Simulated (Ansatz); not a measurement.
# Pb2SeO (built on the sites of a database entry of PbSe): a soft mode frozen in, part 2 of 3

Which phase does Pb2SeO (built on the sites of a database entry of PbSe) fall into along its unstable mode, and how much energy does it gain?

Ansatz 0.2.0; DFT PBEsol, scalar-relativistic, plane waves, PAW.

So far. Step 4 (The mode frozen in, largest atomic shift 0.6 Å): The run ends at a pressure of 1.85 GPa, with forces up to 0.41 eV/Å. Step 5 (Energy along the mode, all amplitudes (two of the runs …): The lowest of the steps tried is the last one, at 0.6 Å, 30.2 meV/atom below the parent; the bottom of the well need not coincide with a step.

The structure was built from a prototype and need not be the compound's stable phase.

## 6. Relaxation from the frozen mode

Starting from the lowest point found, all atoms and the cell are let go, so that strain and other modes of the same symmetry can join in.

input.yaml reads:

```yaml
crystal:
  lattice:
    - [1.8641447281, -6.5120773025, 0.0]
    - [1.8641447281, 6.5120773025, 0.0]
    - [0.0, 0.0, 3.8663254647]
  atoms:
    - { symbol: Pb, position: [0.6057161026, 0.3942838974, 0.7386801853] }
    - { symbol: Pb, position: [0.3232056694, 0.6767943306, 0.2525247154] }
    - { symbol: Se, position: [0.9214061829, 0.0785938171, 0.7416364493] }
    - { symbol: O, position: [0.1496720452, 0.8503279548, 0.4051861077] }
kpoints:
  mp_grid: { grid: [8, 8, 8] }
hamiltonian:
  xc: pbesol
scf:
  occupations: { method: fixed }
output:
  forces: true
  stress: true
  eigenvalues: true
relax:
  adjacent_minimum: "off"
  f_tol: 0.002
  max_steps: 120
  cell: { stress_tol: 0.03 }
```

Started as:

```console
$ ansatz run input.yaml --threads 8 --pin off --max-ram 14336MiB --backend cpu --events-out ev --progress --plain --runs-dir out
```

Numbers of over 12 decimals in the logs are rounded to 6 here.

What it wrote:

```text
[...]
Crystal: 4 atoms, lattice volume = 93.870 Å³
Basis set: ecut = 420 eV, 1819 PW (Γ), exchange–correlation on 96×96×54 points (8 copies of the dense FFT grid, shifted against one another)
Bands: 30, of which v1, the nominal top of the filled ones, is band 25 counted from 1 (24 counted from 0)
Symmetry: 2 space group operations
[...]
k-points: 150 of 512 (time reversal used)
[...]
SCF iter   1: F=—  HF=-29494.733552 eV  |F-HF|=—  |Δ(HF+E_count)|=         —  Δρ=1.09e-2  dr2=1.12e-1  ethr=1.77e-3  ⟨swp⟩=5.0  Hψ=17692  notcnv=0  defer=443
[...]
SCF iter   7: F=-29494.711950 eV  HF=-29494.711950 eV  |F-HF|=4.48e-8  |Δ(HF+E_count)|=   9.55e-8  Δρ=9.82e-6  dr2=9.64e-8  ethr=2.00e-10  ⟨swp⟩=11.7  Hψ=26658  notcnv=0
SCF 1 converged in 7 iterations: F = -29494.711950 eV  dr2 = 9.64e-8
[...]
relax step   1: F+E_penalty+E_count = -29494.71194968 eV  Δ(F+E_penalty+E_count) = +0.000e0 eV  max|allowed force component| = 3.766e-1 eV/Å  Δτ_max = 0.0000 Å  P = +1.849 GPa  Ω = 93.870 Å³  (7 SCF iters, dr2 threshold 1.00e-7 eV, accepted)
Crystal: 4 atoms, lattice volume = 99.341 Å³
Basis set: ecut = 420 eV, 1935 PW (Γ), exchange–correlation on 96×96×54 points (8 copies of the dense FFT grid, shifted against one another)
[...]
iter 1 solved again at ethr=5.89e-5 eV; its pass at ethr=3.10e-3 eV (dr2=2.95e-2 eV) is discarded
[...]
SCF iter   7: F=-29494.792683 eV  HF=-29494.792683 eV  |F-HF|=1.06e-7  |Δ(HF+E_count)|=   7.02e-7  Δρ=1.37e-5  dr2=2.40e-7  ethr=8.00e-10  ⟨swp⟩=13.1  Hψ=30491  notcnv=0
SCF 2 converged in 7 iterations: F = -29494.792683 eV  dr2 = 2.40e-7
relax step   2: F+E_penalty+E_count = -29494.79268338 eV  Δ(F+E_penalty+E_count) = -8.073e-2 eV  max|allowed force component| = 2.177e-1 eV/Å  Δτ_max = 0.1193 Å  P = -0.918 GPa  Ω = 99.341 Å³  energy of the carried Pulay correction = -5.066e-3 eV  (7 SCF iters, dr2 threshold 4.00e-7 eV, accepted)
Crystal: 4 atoms, lattice volume = 99.352 Å³
Basis set: ecut = 420 eV, 1933 PW (Γ), exchange–correlation on 96×96×54 points (8 copies of the dense FFT grid, shifted against one another)
[...]
SCF iter   6: F=-29494.816529 eV  HF=-29494.816529 eV  |F-HF|=5.50e-8  |Δ(HF+E_count)|=   1.57e-7  Δρ=1.50e-5  dr2=2.88e-7  ethr=8.00e-10  ⟨swp⟩=12.5  Hψ=30396  notcnv=0
SCF 3 converged in 6 iterations: F = -29494.816529 eV  dr2 = 2.88e-7
relax step   3: F+E_penalty+E_count = -29494.81652869 eV  Δ(F+E_penalty+E_count) = -2.385e-2 eV  max|allowed force component| = 1.368e-1 eV/Å  Δτ_max = 0.0354 Å  P = -0.501 GPa  Ω = 99.352 Å³  energy of the carried Pulay correction = -5.077e-3 eV  (6 SCF iters, dr2 threshold 4.00e-7 eV, accepted)
[... from here on, the SCF cycles and remarks between the steps are left out ...]
relax step   4: F+E_penalty+E_count = -29494.83826611 eV  Δ(F+E_penalty+E_count) = -2.174e-2 eV  max|allowed force component| = 1.688e-1 eV/Å  Δτ_max = 0.0921 Å  P = +0.512 GPa  Ω = 98.808 Å³  energy of the carried Pulay correction = -4.586e-3 eV  (7 SCF iters, dr2 threshold 4.00e-7 eV, accepted)
relax step   5: F+E_penalty+E_count = -29494.84259880 eV  Δ(F+E_penalty+E_count) = -4.333e-3 eV  max|allowed force component| = 1.776e-2 eV/Å  Δτ_max = 0.0243 Å  P = +0.061 GPa  Ω = 98.631 Å³  energy of the carried Pulay correction = -4.426e-3 eV  (6 SCF iters, dr2 threshold 4.00e-7 eV, accepted)
relax step   6: F+E_penalty+E_count = -29494.84329171 eV  Δ(F+E_penalty+E_count) = -6.929e-4 eV  max|allowed force component| = 7.059e-3 eV/Å  Δτ_max = 0.0115 Å  P = -0.063 GPa  Ω = 98.825 Å³  energy of the carried Pulay correction = -4.601e-3 eV  (6 SCF iters, dr2 threshold 6.70e-8 eV, accepted)
relax step   7: F+E_penalty+E_count = -29494.84409661 eV  Δ(F+E_penalty+E_count) = -8.049e-4 eV  max|allowed force component| = 1.416e-2 eV/Å  Δτ_max = 0.0145 Å  P = -0.012 GPa  Ω = 98.551 Å³  energy of the carried Pulay correction = -4.353e-3 eV  (7 SCF iters, dr2 threshold 4.70e-8 eV, accepted)
relax step   8: F+E_penalty+E_count = -29494.84423509 eV  Δ(F+E_penalty+E_count) = -1.385e-4 eV  max|allowed force component| = 8.806e-3 eV/Å  Δτ_max = 0.0060 Å  P = +0.005 GPa  Ω = 98.442 Å³  energy of the carried Pulay correction = -4.254e-3 eV  (6 SCF iters, dr2 threshold 1.25e-8 eV, accepted)
relax step   9: F+E_penalty+E_count = -29494.84418778 eV  Δ(F+E_penalty+E_count) = +4.731e-5 eV  max|allowed force component| = 5.018e-3 eV/Å  Δτ_max = 0.0016 Å  P = -0.033 GPa  Ω = 98.490 Å³  energy of the carried Pulay correction = -4.297e-3 eV  (6 SCF iters, dr2 threshold 4.85e-9 eV, rejected (line search))
relax step  10: F+E_penalty+E_count = -29494.84424721 eV  Δ(F+E_penalty+E_count) = -1.212e-5 eV  max|allowed force component| = 2.024e-3 eV/Å  Δτ_max = 0.0017 Å  P = +0.002 GPa  Ω = 98.439 Å³  energy of the carried Pulay correction = -4.251e-3 eV  (8 SCF iters, accepted)
relax step  11: F+E_penalty+E_count = -29494.84423582 eV  Δ(F+E_penalty+E_count) = +1.139e-5 eV  max|allowed force component| = 1.839e-3 eV/Å  Δτ_max = 0.0010 Å  P = +0.001 GPa  Ω = 98.452 Å³  energy of the carried Pulay correction = -4.263e-3 eV  (6 SCF iters, dr2 threshold 2.56e-10 eV, accepted)
relax step  12: F+E_penalty+E_count = -29494.86202041 eV  Δ(F+E_penalty+E_count) = -1.778e-2 eV  max|allowed force component| = 2.299e-3 eV/Å  Δτ_max = 0.0000 Å  P = +0.218 GPa  Ω = 98.452 Å³  stress off target by 5.75e-1 GPa  SCF on the basis re-selected at this cell (its energy is not comparable with the rows above)  (9 SCF iters)
relax step  13: F+E_penalty+E_count = -29494.86576347 eV  Δ(F+E_penalty+E_count) = -3.743e-3 eV  max|allowed force component| = 2.514e-2 eV/Å  Δτ_max = 0.0372 Å  P = +0.003 GPa  Ω = 99.059 Å³  energy of the carried Pulay correction = -5.413e-4 eV  (6 SCF iters, dr2 threshold 4.00e-7 eV, accepted)
relax step  14: F+E_penalty+E_count = -29494.86664657 eV  Δ(F+E_penalty+E_count) = -8.831e-4 eV  max|allowed force component| = 2.371e-2 eV/Å  Δτ_max = 0.0191 Å  P = -0.041 GPa  Ω = 99.325 Å³  energy of the carried Pulay correction = -8.067e-4 eV  (6 SCF iters, dr2 threshold 1.14e-7 eV, accepted)
relax step  15: F+E_penalty+E_count = -29494.86661711 eV  Δ(F+E_penalty+E_count) = +2.945e-5 eV  max|allowed force component| = 1.580e-2 eV/Å  Δτ_max = 0.0082 Å  P = +0.062 GPa  Ω = 99.437 Å³  energy of the carried Pulay correction = -9.470e-4 eV  (6 SCF iters, dr2 threshold 3.51e-8 eV, accepted)
relax step  16: F+E_penalty+E_count = -29494.86666575 eV  Δ(F+E_penalty+E_count) = -4.864e-5 eV  max|allowed force component| = 7.101e-3 eV/Å  Δτ_max = 0.0032 Å  P = +0.010 GPa  Ω = 99.483 Å³  energy of the carried Pulay correction = -9.795e-4 eV  (5 SCF iters, dr2 threshold 6.08e-8 eV, accepted)
relax step  17: F+E_penalty+E_count = -29494.86667866 eV  Δ(F+E_penalty+E_count) = -1.290e-5 eV  max|allowed force component| = 2.804e-3 eV/Å  Δτ_max = 0.0012 Å  P = -0.006 GPa  Ω = 99.480 Å³  energy of the carried Pulay correction = -9.774e-4 eV  (5 SCF iters, dr2 threshold 3.15e-9 eV, accepted)
relax step  18: F+E_penalty+E_count = -29494.86674097 eV  Δ(F+E_penalty+E_count) = -6.232e-5 eV  max|allowed force component| = 2.530e-3 eV/Å  Δτ_max = 0.0018 Å  P = +0.011 GPa  Ω = 99.422 Å³  energy of the carried Pulay correction = -9.227e-4 eV  (7 SCF iters, dr2 threshold 4.91e-10 eV, accepted)
relax step  19: F+E_penalty+E_count = -29494.86671732 eV  Δ(F+E_penalty+E_count) = +2.366e-5 eV  max|allowed force component| = 8.552e-4 eV/Å  Δτ_max = 0.0004 Å  P = +0.003 GPa  Ω = 99.448 Å³  energy of the carried Pulay correction = -9.489e-4 eV  (6 SCF iters, dr2 threshold 4.00e-10 eV, accepted)
relax step  20: F+E_penalty+E_count = -29494.86859701 eV  Δ(F+E_penalty+E_count) = -1.880e-3 eV  max|allowed force component| = 7.994e-4 eV/Å  Δτ_max = 0.0000 Å  P = +0.016 GPa  Ω = 99.448 Å³  stress off target by 7.59e-2 GPa  SCF on the basis re-selected at this cell (its energy is not comparable with the rows above)  (8 SCF iters)
relax step  21: F+E_penalty+E_count = -29494.86863824 eV  Δ(F+E_penalty+E_count) = -4.123e-5 eV  max|allowed force component| = 4.363e-3 eV/Å  Δτ_max = 0.0036 Å  P = +0.000 GPa  Ω = 99.514 Å³  energy of the carried Pulay correction = -6.140e-5 eV  (6 SCF iters, dr2 threshold 1.44e-8 eV, accepted)
relax step  22: F+E_penalty+E_count = -29494.86864273 eV  Δ(F+E_penalty+E_count) = -4.496e-6 eV  max|allowed force component| = 3.683e-3 eV/Å  Δτ_max = 0.0054 Å  P = -0.004 GPa  Ω = 99.587 Å³  energy of the carried Pulay correction = -1.300e-4 eV  (7 SCF iters, dr2 threshold 4.79e-9 eV, accepted)
relax step  23: F+E_penalty+E_count = -29494.86865070 eV  Δ(F+E_penalty+E_count) = -7.973e-6 eV  max|allowed force component| = 3.226e-4 eV/Å  Δτ_max = 0.0014 Å  P = +0.001 GPa  Ω = 99.589 Å³  energy of the carried Pulay correction = -1.324e-4 eV  (6 SCF iters, dr2 threshold 8.48e-10 eV, accepted)
[...]
SCF iter   7: F=-29494.868796 eV  HF=-29494.868796 eV  |F-HF|=1.46e-11  |Δ(HF+E_count)|=  1.09e-11  Δρ=4.79e-8  dr2=3.26e-12  ethr=1.00e-12  ⟨swp⟩=12.7  Hψ=27342  notcnv=0
SCF 24 converged in 7 iterations: F = -29494.868796 eV  dr2 = 3.26e-12
relax step  24: F+E_penalty+E_count = -29494.86879629 eV  Δ(F+E_penalty+E_count) = -1.456e-4 eV  max|allowed force component| = 3.237e-4 eV/Å  Δτ_max = 0.0000 Å  P = +0.002 GPa  Ω = 99.589 Å³  stress off target by 1.33e-2 GPa  SCF on the basis re-selected at this cell (its energy is not comparable with the rows above)  (7 SCF iters)
[...]
SCF converged after 7 iterations
Free energy (F): -29494.868796 eV
[...]
Internal energy: -29494.868796 eV  (E = F + TS)
E sigma→0 (E₀):  -29494.868796 eV
Fermi energy:    8.380295 eV
[...]
--- Forces (eV/Å), atoms counted from 1 ---
  atom   1  Pb     0.00000000    -0.00017192     0.00028269
  atom   2  Pb    -0.00000000     0.00026614     0.00029816
  atom   3  Se     0.00000000     0.00018606    -0.00025711
  atom   4  O     -0.00000000    -0.00028046    -0.00032374
  max |Σ_I F_I| component: 1.97e-7 eV/Å
--- Stress (GPa, compression-positive) ---
       -0.001138      -0.000000      -0.000000
       -0.000000      -0.007030       0.003309
       -0.000000       0.003309       0.012716
  P = ⅓ Tr σ = 0.0015 GPa (0.015 kbar)
--- Band table (eV; the first three rows and the last of 150) ---
  k-point 0: bands = [... 21 lower, 5.4544, 6.1934, 7.1058, 7.3280, 10.5523, 12.0895, 12.7467, 13.5768, ... 1 higher]
  k-point 1: bands = [... 21 lower, 5.6856, 6.6136, 7.2582, 7.3883, 10.3321, 11.6822, 12.8703, 13.4666, ... 1 higher]
  k-point 2: bands = [... 21 lower, 5.7841, 6.7653, 7.5444, 7.9949, 9.9242, 11.0184, 13.0797, 13.1569, ... 1 higher]
  k-point 149: bands = [... 21 lower, 5.6340, 7.1722, 7.6713, 7.8664, 9.7368, 10.0864, 12.4122, 12.8480, ... 1 higher]
--- Relaxed structure (21 steps of the walk, 20 accepted, 3 SCFs on fresh bases) ---
  F+E_penalty+E_count = -29494.86879629 eV   max|allowed force component| = 3.237e-4 eV/Å   (the final SCF, on the basis selected at the relaxed cell)
  cell:  # Å, volume = 99.5893 Å³
    - [1.850101, -6.125134, -0.338493]
    - [1.850101, 6.125134, 0.338493]
    - [2.2312031401525213e-17, 0.200969, 4.405221]
  atoms:
    - { symbol: Pb, position: [0.617316, 0.382684, 0.725635] }
    - { symbol: Pb, position: [0.320088, 0.679912, 0.263592] }
    - { symbol: Se, position: [0.908280, 0.091720, 0.709680] }
    - { symbol: O, position: [0.154316, 0.845684, 0.439120] }
```

Run time: 95 s. Hardware: 8 threads of Intel Xeon Platinum 8488C (Sapphire Rapids), shared host; peak memory 0.86 GiB.

Step by step (22 of 24):

| step | energy less that of the first step (eV) | largest force component (eV/Å) | pressure (GPa) | volume (Å³) |
| --- | --- | --- | --- | --- |
| 1 | 0.0000 | 0.3766 | 1.85 | 93.87 |
| 2 | -0.0807 | 0.2177 | -0.92 | 99.34 |
| 3 | -0.1046 | 0.1368 | -0.50 | 99.35 |
| 4 | -0.1263 | 0.1688 | 0.51 | 98.81 |
| 5 | -0.1306 | 0.0178 | 0.06 | 98.63 |
| 6 | -0.1313 | 0.0071 | -0.06 | 98.82 |
| 8 | -0.1323 | 0.0088 | 0.00 | 98.44 |
| 9 | -0.1322 | 0.0050 | -0.03 | 98.49 |
| 10 | -0.1323 | 0.0020 | 0.00 | 98.44 |
| 11 | -0.1323 | 0.0018 | 0.00 | 98.45 |
| 12* | -0.1501 | 0.0023 | 0.22 | 98.45 |
| 13 | -0.1538 | 0.0251 | 0.00 | 99.06 |
| 14 | -0.1547 | 0.0237 | -0.04 | 99.32 |
| 15 | -0.1547 | 0.0158 | 0.06 | 99.44 |
| 16 | -0.1547 | 0.0071 | 0.01 | 99.48 |
| 17 | -0.1547 | 0.0028 | -0.01 | 99.48 |
| 19 | -0.1548 | 0.0009 | 0.00 | 99.45 |
| 20* | -0.1566 | 0.0008 | 0.02 | 99.45 |
| 21 | -0.1567 | 0.0044 | 0.00 | 99.51 |
| 22 | -0.1567 | 0.0037 | 0.00 | 99.59 |
| 23 | -0.1567 | 0.0003 | 0.00 | 99.59 |
| 24* | -0.1568 | 0.0003 | 0.00 | 99.59 |

Relaxation steps marked * repeat the geometry before them on a plane-wave basis chosen anew for their cell, so energy and pressure can jump there. Other such steps can lie between the rows shown. Relaxation step 9 was tried and not accepted.

Forces are held to the 2 operations that the run works with; a distortion that breaks them can't arise in this run.

| cell as run | before | after | change |
| --- | --- | --- | --- |
| a (Å) | 6.774 | 6.407 | -5.4 % |
| b (Å) | 6.774 | 6.407 | -5.4 % |
| c (Å) | 3.866 | 4.410 | +14.1 % |
| α (°) | 90.00 | 84.47 | -6.1 % |
| β (°) | 90.00 | 95.53 | +6.1 % |
| γ (°) | 148.05 | 146.43 | -1.1 % |
| volume (Å³/atom) | 23.47 | 24.90 | +6.1 % |

The atoms that moved most (Å, as changes of fractional coordinates times the final cell):

| atom | dx | dy | dz | length |
| --- | --- | --- | --- | --- |
| Se3 | 0.000 | 0.154 | -0.132 | 0.203 |
| Pb1 | 0.000 | -0.145 | -0.065 | 0.159 |
| O4 | 0.000 | -0.050 | 0.146 | 0.155 |
| Pb2 | 0.000 | 0.040 | 0.051 | 0.065 |

The relaxed structure:

```cif
data_structure
_symmetry_space_group_name_H-M 'P 1'
_symmetry_Int_Tables_number 1
_cell_length_a 6.4074
_cell_length_b 6.4074
_cell_length_c 4.4098
_cell_angle_alpha 84.472
_cell_angle_beta 95.528
_cell_angle_gamma 146.434
_cell_volume 99.59
loop_
_atom_site_label
_atom_site_type_symbol
_atom_site_fract_x
_atom_site_fract_y
_atom_site_fract_z
_atom_site_occupancy
Pb1 Pb 0.61732 0.38268 0.72564 1
Pb2 Pb 0.32009 0.67991 0.26359 1
Se3 Se 0.90828 0.09172 0.70968 1
O4 O 0.15432 0.84568 0.43912 1
```

This step gave:

| Item | Value |
| --- | --- |
| pressure | 0.001516 GPa |
| gap on the k-mesh | 0.6578 eV |
| volume per atom | 24.90 Å³ |

The distorted start has space group Cm; the relaxation ends in Cm.

## 7. The new phase in its own primitive cell

The relaxed structure is symmetrised, reduced to its primitive cell and relaxed tightly, as its phonons need.

input.yaml reads:

```yaml
crystal:
  lattice:
    - [6.1344802575, -1.8501013797, 0.0]
    - [6.1344802575, 1.8501013797, 0.0]
    - [-0.4437375388, 0.0, 4.3874203472]
  atoms:
    - { symbol: Pb, position: [0.6173164133, 0.6173164133, 0.7256351422] }
    - { symbol: Pb, position: [0.3200878605, 0.3200878605, 0.2635916006] }
    - { symbol: Se, position: [0.9082800909, 0.9082800909, 0.7096802288] }
    - { symbol: O, position: [0.1543156353, 0.1543156353, 0.4391204861] }
kpoints:
  mp_grid: { grid: [6, 6, 6] }
hamiltonian:
  xc: pbesol
scf:
  occupations: { method: fixed }
output:
  forces: true
  stress: true
  eigenvalues: true
relax:
  adjacent_minimum: "off"
  f_tol: 0.001
  max_steps: 60
  cell: { stress_tol: 0.01 }
```

What it wrote:

```text
[...]
Crystal: 4 atoms, lattice volume = 99.589 Å³
Basis set: ecut = 420 eV, 1959 PW (Γ), exchange–correlation on 90×90×60 points (8 copies of the dense FFT grid, shifted against one another)
Bands: 30, of which v1, the nominal top of the filled ones, is band 25 counted from 1 (24 counted from 0)
Symmetry: 2 space group operations
[...]
k-points: 68 of 216 (time reversal used)
[...]
cell:  # Å, volume = 99.6039 Å³
    - [6.140856, -1.849749, -0.00733683]
    - [6.140856, 1.849749, -0.00733683]
    - [-0.449446, 8.098144799910876e-19, 4.384880]
  atoms:
    - { symbol: Pb, position: [0.617201, 0.617201, 0.725774] }
    - { symbol: Pb, position: [0.319756, 0.319756, 0.263424] }
    - { symbol: Se, position: [0.908591, 0.908591, 0.709208] }
    - { symbol: O, position: [0.154452, 0.154452, 0.439621] }
[key lines of the parts left out:]
SCF converged after 6 iterations
Free energy (F): -29494.865832 eV
Fermi energy:    8.326373 eV
P = ⅓ Tr σ = 0.0013 GPa (0.013 kbar)
```

It took 13 s on 8 threads; peak memory 0.65 GiB; 94 s of CPU time.

Step by step:

| step | energy less that of the first step (eV) | largest force component (eV/Å) | pressure (GPa) | volume (Å³) |
| --- | --- | --- | --- | --- |
| 1 | 0.0000 | 0.0044 | 0.01 | 99.59 |
| 2 | 0.0000 | 0.0035 | -0.01 | 99.61 |
| 3 | 0.0000 | 0.0062 | -0.01 | 99.63 |
| 4 | 0.0000 | 0.0018 | 0.00 | 99.61 |
| 5 | 0.0000 | 0.0016 | 0.00 | 99.61 |
| 6 | 0.0000 | 0.0004 | 0.00 | 99.60 |
| 7* | 0.0000 | 0.0004 | 0.00 | 99.60 |

Relaxation steps marked * repeat the geometry before them on a plane-wave basis chosen anew for their cell, so energy and pressure can jump there.

The run keeps the 2 symmetry operations that it works with, so distortions that break them were not tested.

| cell as run | before | after | change |
| --- | --- | --- | --- |
| a (Å) | 6.407 | 6.413 | +0.1 % |
| b (Å) | 6.407 | 6.413 | +0.1 % |
| c (Å) | 4.410 | 4.408 | -0.0 % |
| α (°) | 95.53 | 95.67 | +0.1 % |
| β (°) | 95.53 | 95.67 | +0.1 % |
| γ (°) | 33.57 | 33.53 | -0.1 % |
| volume (Å³/atom) | 24.90 | 24.90 | +0.0 % |

Final coordinates:

```xyz
4
Lattice="6.1409 -1.8497 -0.0073 6.1409 1.8497 -0.0073 -0.4494 0.0000 4.3849" Properties=species:S:1:pos:R:3 pbc="T T T"
Pb    7.2541    0.0000    3.1734
Pb    3.8088    0.0000    1.1504
Se   10.8403    0.0000    3.0965
O     1.6994    0.0000    1.9254
```

This step gave:

```yaml
pressure: 0.001253 GPa
gap_on_the_k_mesh: 0.6927 eV
direct_gap_on_mesh: 1.284 eV
```

The largest force component left is 0.37 meV/Å and the pressure is 0.001 GPa, within the tolerances set. The cell now holds 24.90 Å³/atom.

(Continued in part 3 of 3.)

[Logs are printed without paths, hosts, clocks, repeated set-up lines and the standing remarks that a program may print on its own settings, such as how far it seeks lower states.]

[Hosts, paths, dates, database ids (printed as entryN), source tags and the programs' standing remarks are cut or masked in the printed files.]
